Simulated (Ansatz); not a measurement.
# Formation energy and levels of the substitutional impurity Co_Mg in MgO (Fm-3m)

Wanted: the transition levels of a substitutional impurity in MgO (Fm-3m), from a cell of 54 host atoms with 1 Mg taken out and 1 Co put in.

Method: place-levels on r2SCAN runs: charge-transition levels and formation energies with image-charge correction and potential alignment at the atomic sites; PAW set soft_1, in Ansatz 0.2.0.

Experimental background.

For MgO, rocksalt (bulk crystal), “Electronic structure of alkaline earth and post-transition metal oxides” (2009, arxiv:0908.1581) quotes earlier work: band gap (literature experimental gap) 7.83 eV [Literature value based on experiment; other listed experimental values range from 7.7 to …].

In doubt: on Fe and Co compounds r2SCAN can change the orbital order between nearby geometries, unless the shell is half filled (in some of the runs), which would bear on fits and elastic values and forces and vibrations.

**1. Starting point**

The cell holds 54 atoms: 26 Mg, 27 O and 1 Co. Cell: a = 8.925 Å, b = 8.925 Å, c = 8.925 Å, α = 60.0°, β = 60.0°, γ = 60.0°. It derives from MgO (space group Fm-3m). Nearest the centre at fractional (0.667, 0.667, 0.333): Co51 at 0.00 Å, O28 at 2.10 Å, O44 at 2.10 Å, O32 at 2.10 Å, O34 at 2.10 Å, O46 at 2.10 Å, O50 at 2.10 Å, Mg9 at 2.98 Å.

The host's dielectric constants go in as inputs: 3.24 for the electrons alone, 10.37 with the ions, from a response run on this crystal (DFPT, PBEsol) at that run's own cell.

The cell's shortest repeat is 8.9 Å.

**2. Charge states**

A transition level is the Fermi level at which two charge states cost the same, so each charge needs its own total energy, at its own relaxed structure.

Random displacements of about 0.05 Å break the site symmetry at the start, so that the relaxation can reach a distorted minimum if there is one. Forces are taken at one point at (¼, ¼, ¼). The cell holds 1 electron more than the neutral one, with a uniform background that keeps it neutral on the whole.

The sampling was tested on the host first: at the k-points planned (1x1x1 shifted 0.25 0.25 0.25) its energy lies 0.020 eV an atom from the dense-mesh value, under the bound of 0.02 eV set for this test; that bounds the host's error, not the defect's.

One state's input; the others differ in charge, spin, start and seed, and in occupations where the table says so.

qm1.relax_smeared/input.yaml reads:

```yaml
crystal:
  lattice:
    - [0.0, 6.31124291, 6.31124291]
    - [6.31124291, 0.0, 6.31124291]
    - [6.31124291, 6.31124291, 0.0]
  atoms:
    - { symbol: Mg, position: [0.0, 0.0, 0.0] }
    - { symbol: O, position: [0.16666667, 0.16666667, 0.16666667] }
[... 6 atom lines left out ...]
    - { symbol: Mg, position: [0.0, 0.33333333, 0.33333333] }
[... 3 atom lines left out ...]
    - { symbol: Mg, position: [0.0, 0.66666667, 0.0] }
[... 1 atom line left out ...]
    - { symbol: Mg, position: [0.0, 0.66666667, 0.33333333] }
[... 5 atom lines left out ...]
    - { symbol: Mg, position: [0.33333333, 0.0, 0.33333333] }
[... 6 atom lines left out ...]
    - { symbol: O, position: [0.5, 0.5, 0.5] }
[... 1 atom line left out ...]
    - { symbol: O, position: [0.5, 0.5, 0.83333333] }
[... 1 atom line left out ...]
    - { symbol: O, position: [0.5, 0.83333333, 0.16666667] }
    - { symbol: Mg, position: [0.33333333, 0.66666667, 0.33333333] }
    - { symbol: O, position: [0.5, 0.83333333, 0.5] }
    - { symbol: Mg, position: [0.33333333, 0.66666667, 0.66666667] }
[... 1 atom line left out ...]
    - { symbol: Mg, position: [0.66666667, 0.0, 0.0] }
[... 1 atom line left out ...]
    - { symbol: Mg, position: [0.66666667, 0.0, 0.33333333] }
[... 4 atom lines left out ...]
    - { symbol: O, position: [0.83333333, 0.5, 0.16666667] }
    - { symbol: Mg, position: [0.66666667, 0.33333333, 0.33333333] }
    - { symbol: O, position: [0.83333333, 0.5, 0.5] }
    - { symbol: Mg, position: [0.66666667, 0.33333333, 0.66666667] }
[... 1 atom line left out ...]
    - { symbol: Mg, position: [0.66666667, 0.66666667, 0.0] }
    - { symbol: O, position: [0.83333333, 0.83333333, 0.16666667] }
    - { symbol: Co, position: [0.66666667, 0.66666667, 0.33333333] }
[... 1 atom line left out ...]
    - { symbol: Mg, position: [0.66666667, 0.66666667, 0.66666667] }
    - { symbol: O, position: [0.83333333, 0.83333333, 0.83333333] }
  host:
    repeats: [3, 3, 3]
    atoms:
      - { symbol: Mg, position: [0.0, 0.0, 0.0] }
      - { symbol: O, position: [0.5, 0.5, 0.5] }
total_charge: -1
basis:
  ecutwfc: 500
  xc_grid: 2
hamiltonian:
  xc: r2scan
  pseudopotentials: { kind: paw, azcp: { folder: soft_1 } }
kpoints:
  mp_grid: { grid: [1, 1, 1], shift: [0.25, 0.25, 0.25] }
scf:
  occupations: { method: fermi_dirac, width: 0.01 }
  max_iter: 100
output:
  forces: true
  charged_corrections:
    epsilon: 3.24
    static_epsilon: 10.37
    defect_position: [0.666667, 0.666667, 0.333333]
relax:
  f_tol: 0.02
  max_steps: 80
  random_displacement: { amplitude: 0.05, seed: 8114 }
checkpoint:
  write: "../qm1.relax_smeared.run"
  compress: false
  write_wavefunctions: true
  write_every: 100000
```

Started as:

```bash
$ ansatz run input.yaml --threads 8 --pin off --max-ram 15073MiB --backend cpu --events-out ev --progress --plain --runs-dir out
```

Defect states can disperse in a cell of this size, so the energy is taken again at a 2×2×2 shifted mesh, on the relaxed structure.

The run of this state that the levels use, under r2SCAN:

qm1.point/input.yaml reads:

```yaml
crystal:
  checkpoint: "../qm1.relax_smeared.run"
  host: checkpoint
total_charge: -1
basis:
  ecutwfc: 500
  xc_grid: 2
hamiltonian:
  xc: r2scan
  pseudopotentials: { kind: paw, azcp: { folder: soft_1 } }
kpoints:
  mp_grid: { grid: [2, 2, 2], shift: [0.5, 0.5, 0.5] }
scf:
  occupations: { method: fermi_dirac, width: 0.01 }
  max_iter: 100
output:
  forces: true
  eigenvalues: true
  charged_corrections:
    epsilon: 3.24
    static_epsilon: 10.37
    defect_position: [0.666667, 0.666667, 0.333333]
  eigenstates: { localisation: true }
  populations: true
  band_densities: [{ bands: [v1, v1] }, { bands: [c1, c1] }]
  write_density: true
  write_potential: true
  volumetric_format: npy
  elf: true
checkpoint:
  read: "../qm1.relax_smeared.run"
  write: "../qm1.point.run"
  compress: false
  write_wavefunctions: false
  write_every: 100000
```

Relaxations under r2SCAN at one point at (¼, ¼, ¼); times on 8 threads of Intel Xeon Platinum 8175M at 2.50GHz (Skylake/Cascade Lake), shared host:

```csv
charge,moment (μB),occupations,outcome,steps,largest displacement against the far atoms (Å),time
−1,0,fixed,not converged,1,-,1.9 min
−1,0,fermi-dirac,converged,6,0.10,1.8 min
−1,2,fixed,converged,5,0.10,82 s
0,1,fixed,converged,8,0.07,4.8 min
0,3,fixed,converged,6,0.02,2.4 min
+1,0,fixed,converged,5,0.11,44 s
+1,4,fixed,converged,22,0.11,9.3 min
+1,2,fixed,converged,9,0.13,5.1 min
```

Single points under r2SCAN at a 2×2×2 shifted mesh; times on 8 threads of Intel Xeon Platinum 8175M at 2.50GHz (Skylake/Cascade Lake), shared host:

```csv
charge,moment (μB),occupations,outcome,time
−1,0,fermi-dirac,converged,40 s
−1,2,fermi-dirac,converged,92 s
0,1,fermi-dirac,converged,2.1 min
0,3,fermi-dirac,converged,1.7 min
+1,0,fermi-dirac,converged,36 s
+1,4,fermi-dirac,converged,1.9 min
+1,2,fermi-dirac,converged,1.8 min
```

Distances (Å) from Co51 to the nearest atoms after relaxation with r2SCAN:

```csv
charge,moment (μB),1.,2.,3.,4.,5.,6.
−1,0,O 2.20,O 2.20,O 2.20,O 2.20,O 2.20,O 2.20
−1,2,O 2.20,O 2.20,O 2.20,O 2.20,O 2.20,O 2.20
0,1,O 2.04,O 2.04,O 2.15,O 2.15,O 2.15,O 2.15
0,3,O 2.12,O 2.13,O 2.13,O 2.13,O 2.13,O 2.13
+1,0,O 1.99,O 2.00,O 2.00,O 2.00,O 2.00,O 2.00
+1,4,O 2.00,O 2.00,O 2.08,O 2.08,O 2.08,O 2.08
+1,2,O 1.97,O 1.97,O 1.97,O 1.97,O 2.14,O 2.14
```

**3. Placing the levels, r2SCAN**

A charged cell interacts with its images and the background, and its potential has another zero than the host's. place-levels removes the first by a point-charge model, screened by the static dielectric constant since the ions have relaxed around the charge, and the second by comparing potentials at atoms far from the defect.

The host is a run of the defect-free crystal in the same cutoffs, grids and k-points, so that basis and sampling errors cancel in part in the differences. The host is run in a cell of 2 atoms on a matching mesh. Its band edges are searched through the zone by a band path, so the gap is smaller than, or equal to, that on the mesh. Chemical potentials are energies per atom of Mg (hcp) and Co (hcp), run with the same functional and cutoff.

levels.point.yaml reads:

```yaml
host:
  run: host.point.run
states: [qm1.point.run, qm1_M2.point.run, q0_M1.point.run, q0_M3.point.run, qp1.point.run, qp1_M4.point.run, qp1_M2.point.run]
geometry_from:
  qm1.point.run: qm1.relax_smeared.run
  qm1_M2.point.run: qm1_M2.relax.run
  q0_M1.point.run: q0_M1.relax.run
  q0_M3.point.run: q0_M3.relax.run
  qp1.point.run: qp1.relax.run
  qp1_M4.point.run: qp1_M4.relax.run
  qp1_M2.point.run: qp1_M2.relax.run
chemical_potentials:
  Mg:
    energy: -1926.407918
    dataset: "<sha256 of the dataset>"
  Co:
    energy: -5131.524454
    dataset: <sha256 of the dataset>
epsilon: 3.24
static_epsilon: 10.37
vertical:
  - { from: qm1.point.run, to: qm1.point_neutral.run }
  - { from: qm1_M2.point.run, to: qm1_M2.point_neutral.run }
  - { from: qp1.point.run, to: qp1.point_neutral.run }
  - { from: qp1_M4.point.run, to: qp1_M4.point_neutral.run }
  - { from: qp1_M2.point.run, to: qp1_M2.point_neutral.run }
```

Started as:

```bash
$ ansatz place-levels levels.point.yaml -- --threads 8 --pin off --max-ram 15073MiB
```

Numbers of over 12 decimals in the logs are rounded to 6 here.

Log:

```text
[... repeated set-up lines and file paths are left out, and long positions are rounded to six places ...]
(+1/0) 1.617 eV above the valence edge, 4.061 eV under the conduction edge
(0/-1) 4.128 eV above the valence edge, 1.550 eV under the conduction edge
formation energy of charge +1: +2.167 eV with the Fermi level at the valence edge
formation energy of charge 0: +3.784 eV with the Fermi level at the valence edge
formation energy of charge -1: +7.912 eV with the Fermi level at the valence edge
vertical -1 to 0: no energy, since no alignment is typed
  the change from vertical[0].from (qm1.point.run) to vertical[0].to (qm1.point_neutral.run): by its potential at epsilon 3.24 it stands at 0.667 0.666 0.333, with an rms radius of about 1.3 Å (0.7 0.7 0.7 Å across the planes of the cell's vectors); [...]
vertical -1 to 0: no energy, since no alignment is typed
  the change from vertical[1].from (qm1_M2.point.run) to vertical[1].to (qm1_M2.point_neutral.run): by its potential at epsilon 3.24 it stands at 0.667 0.667 0.333, with an rms radius of about 1.3 Å (0.8 0.8 0.8 Å across the planes of the cell's vectors); [...]
vertical +1 to 0: no energy, since no alignment is typed
  the change from vertical[2].from (qp1.point.run) to vertical[2].to (qp1.point_neutral.run): by its potential at epsilon 3.24 it stands at 0.668 0.666 0.332, with an rms radius of about 2.0 Å (1.2 1.2 1.2 Å across the planes of the cell's vectors); [...]
vertical +1 to 0: no energy, since no alignment is typed
  the change from vertical[3].from (qp1_M4.point.run) to vertical[3].to (qp1_M4.point_neutral.run): by its potential at epsilon 3.24 it stands at 0.666 0.667 0.333, with an rms radius of about 1.3 Å (0.7 0.8 0.8 Å across the planes of the cell's vectors); [...]
vertical +1 to 0: no energy, since no alignment is typed
  the change from vertical[4].from (qp1_M2.point.run) to vertical[4].to (qp1_M2.point_neutral.run): by its potential at epsilon 3.24 it stands at 0.665 0.667 0.334, with an rms radius of about 1.6 Å (0.9 0.9 0.9 Å across the planes of the cell's vectors); [...]
  edges by r2scan, gap 5.678 eV; the host is sampled to repeats of 17.85 Å
  the defect's cells are sampled to repeats of 17.85 Å, like sampling
  charge +1: -70665.3435 eV with its correction of +0.372 eV, at epsilon 10.37, aligned at sites: +0.1195 eV, mean over 21 atomic sites at or beyond 4.46 Å from the defect at [0.6667, 0.6667, 0.3333], with +0.000000 for the charge's moments and without [...]
  charge 0: +0.000 eV for its dipole among its images, +0.000 omitted
  charge -1: -70644.2298 eV with its correction of +0.110 eV, at epsilon 10.37, aligned at sites: +0.1427 eV, mean over 21 atomic sites at or beyond 4.46 Å from the defect at [0.6667, 0.6667, 0.3333], with -0.000000 for the charge's moments and without [...]
  charge +1: states[5] (qp1_M4.point.run) stands 0.422 eV higher, with a moment of 4.00 μB against 0.00
  charge +1: states[6] (qp1_M2.point.run) stands 0.538 eV higher, with a moment of 2.00 μB against 0.00
  charge 0: states[2] (q0_M1.point.run) stands 0.538 eV higher, with a moment of 1.00 μB against 3.00
  charge -1: states[0] (qm1.point.run) stands 2.251 eV higher, with a moment of 0.00 μB against 2.00
  states[0] (qm1.point.run): levels filled in part (TS 0.017 eV): its energy is of no whole electron's
  of states[4] (qp1.point.run): its alignment with the host at atomic sites is doubtful: the cell is too small to show whether the defect's potential has decayed: take a larger one
  of states[3] (q0_M3.point.run): its alignment with the host at atomic sites is doubtful: the cell is too small to show whether the defect's potential has decayed: take a larger one; stability_check_not_made
  of states[1] (qm1_M2.point.run): its alignment with the host at atomic sites is doubtful: the cell is too small to show whether the defect's potential has decayed: take a larger one; stability_check_not_made
  of states[5] (qp1_M4.point.run): its alignment with the host at atomic sites is doubtful: the cell is too small to show whether the defect's potential has decayed: take a larger one; stability_check_not_made
  of states[6] (qp1_M2.point.run): its alignment with the host at atomic sites is doubtful: the cell is too small to show whether the defect's potential has decayed: take a larger one; stability_check_not_made
  of states[2] (q0_M1.point.run): its alignment with the host at atomic sites is doubtful: the cell is too small to show whether the defect's potential has decayed: take a larger one; stability_check_not_made
  of states[0] (qm1.point.run): its alignment with the host at atomic sites is doubtful: the cell is too small to show whether the defect's potential has decayed: take a larger one
  vertical[0].from (qm1.point.run): levels filled in part (TS 0.017 eV): its energy is of no whole electron's
  of vertical[0].to (qm1.point_neutral.run): stability_check_not_made
  of vertical[1].from (qm1_M2.point.run): stability_check_not_made
  of vertical[1].to (qm1_M2.point_neutral.run): stability_check_not_made
  of vertical[2].to (qp1.point_neutral.run): stability_check_not_made
  of vertical[3].from (qp1_M4.point.run): stability_check_not_made
  of vertical[3].to (qp1_M4.point_neutral.run): stability_check_not_made
  of vertical[4].from (qp1_M2.point.run): stability_check_not_made
  of vertical[4].to (qp1_M2.point_neutral.run): stability_check_not_made
```

The job ended after 1.2 s (8 threads of Intel Xeon Platinum 8175M at 2.50GHz (Skylake/Cascade Lake), shared host).

Levels between the charges placed, in eV above the valence top:

```csv
,gap (eV),(+1/0),(0/−1)
r2SCAN,5.68,1.62,4.13
```

Corrections by state:

```csv
charge,moment (μB),image terms and alignment (eV),band filling (eV),ε used,"over the lowest of its charge, as the program ranks them, band filling apart (eV)"
+1,0.0,0.372,-,10.37,0.000
0,3.0,0.000,-,-,0.000
−1,2.0,0.110,-,10.37,0.000
+1,4.0,0.414,-,10.37,0.422
+1,2.0,0.391,-,10.37,0.538
0,1.0,0.000,-,-,0.538
−1,0.0,0.110,-,10.37,2.251
```

The charged structures listed were also run neutral, and place-levels reads from each pair, by the potential or the spins, how wide the charge is by which they differ; that can be the carrier of either run.

```csv
charge,rms radius (Å),spread where it is widest against the cell (Å),wide from (Å),reading
+1,2.0,1.17,1.26,narrow
−1,1.3,0.79,1.26,narrow
```

The neutral runs of these pairs need not share the spin of the lowest neutral state, and very wide values only mean spread over the cell.

From the program's caveats on the states, each cut to its opening words:

- charge +1, 0 (3 μB), −1 (2 μB), +1 (4 μB), +1 (2 μB), 0 (1 μB), −1: its alignment with the host at atomic sites is doubtful: the cell is too small to show whether the defect's potential has decayed: take a larger one
- charge 0 (3 μB), −1 (2 μB), +1 (4 μB), +1 (2 μB), 0 (1 μB): flagged: stability check not made

The host's formation energy from the elements is -2.963 eV per atom; it sets how far the chemical potentials can move.

Limit set by the element alone; other compounds of these elements are not counted. Chemical potentials from the elements' reference states: Mg 0.00 eV, O -5.93 eV, Co 0.00 eV. Formation energy by charge state (Mg-rich; gap 5.68 eV):

```csv
charge,at valence top (eV),at conduction bottom (eV),correction included (eV)
+1,2.17,7.84,0.37
0,3.78,3.78,0.00
−1,7.91,2.23,0.11
```

(Fermi level (eV), lowest formation energy (eV)): (0.00, 2.17), (0.52, 2.68), (1.03, 3.20), (1.55, 3.71), (2.06, 3.78), (2.58, 3.78), (3.10, 3.78), (3.61, 3.78), (4.13, 3.78), (4.65, 3.27), (5.16, 2.75), (5.68, 2.23)

Limit set by the element alone; other compounds of these elements are not counted. Chemical potentials from the elements' reference states: O 0.00 eV, Mg -5.93 eV, Co 0.00 eV. Formation energy by charge state (O-rich; gap 5.68 eV):

```csv
charge,at valence top (eV),at conduction bottom (eV),correction included (eV)
+1,-3.76,1.92,0.37
0,-2.14,-2.14,0.00
−1,1.99,-3.69,0.11
```

```
Fermi level (eV)  lowest formation energy (eV)
            0.00                         -3.76
            0.52                         -3.24
            1.03                         -2.73
            1.55                         -2.21
            2.06                         -2.14
            2.58                         -2.14
            3.10                         -2.14
            3.61                         -2.14
            4.13                         -2.14
            4.65                         -2.66
            5.16                         -3.18
            5.68                         -3.69
```

**4. Results**

| Item | Value |
| --- | --- |
| gap of the host | 5.68 eV (r2SCAN) |
| level (plus 1/0) | 1.62 eV above the valence top |
| level (0/minus 1) | 4.13 eV above the valence top |
| lowest of the charges placed, just above the valence top (0.02 eV) | +1 |
| lowest of the charges placed, just below the conduction bottom (0.02 eV) | −1 |
| lowest formation energy at mid-gap of the charges run, Mg-rich | 3.78 eV |
| lowest formation energy at mid-gap of the charges run, O-rich | -2.14 eV |

Of the charges placed (−1, 0 and +1), the lowest changes at 1.62 eV (+1/0) and 4.13 eV (0/−1) above the valence top, in a gap of 5.68 eV. Charges above +1 and below −1 were not placed, so these runs say nothing of levels that involve them. States placed: +1 at 0 μB, 4 μB and 2 μB; 0 at 3 μB and 1 μB; −1 at 2 μB and 0 μB. Other spin states or structures, where not listed, weren't placed. Co is taken at its element; compounds, which aren't counted here, bound the chemical potentials and would shift these formation energies. The lowest formation energy (O-rich) is negative across the gap, so the defect would form by itself: these chemical potentials lie beyond what competing compounds allow, or the host is unstable against it. The program doubts the alignment of potentials for at least one state, a sign that the cell is small. What this leaves open: the images are only 8.9 Å apart; r2SCAN makes the gap too small and tends to spread out bound carriers; where a gas molecule sets a chemical potential or the host's formation energy, its binding is uncorrected.

Computed beside measured:

```
                             quantity  measured           r2SCAN
band gap (least gap of the host) (eV)      7.83  5.68 (-2.15 eV)
```

Measured values from arxiv:0908.1581 (2009).

How well it matches: The band gap is off by -2.15 eV: a clear miss. Local and semilocal functionals usually give gaps below the measured ones. Zero-point and thermal motion shift the measured gap.

[Logs are printed without paths, hosts, clocks, repeated set-up lines and the standing remarks that a program may print on its own settings, such as how far it seeks lower states.]

[Hosts, paths, dates, database ids (printed as entryN), source tags and the programs' standing remarks are cut or masked in the printed files.]

[Where a table of states has a column of steps, it counts the stored structures, which are thinned; the runs took as many ionic steps or more.]

[A defect's name tells the site on which it was built; relaxed atoms can leave that site.]

[For some hosts the program warned that the k-mesh of the response run may be too coarse for force constants and the static dielectric constant; such warnings are not shown here.]
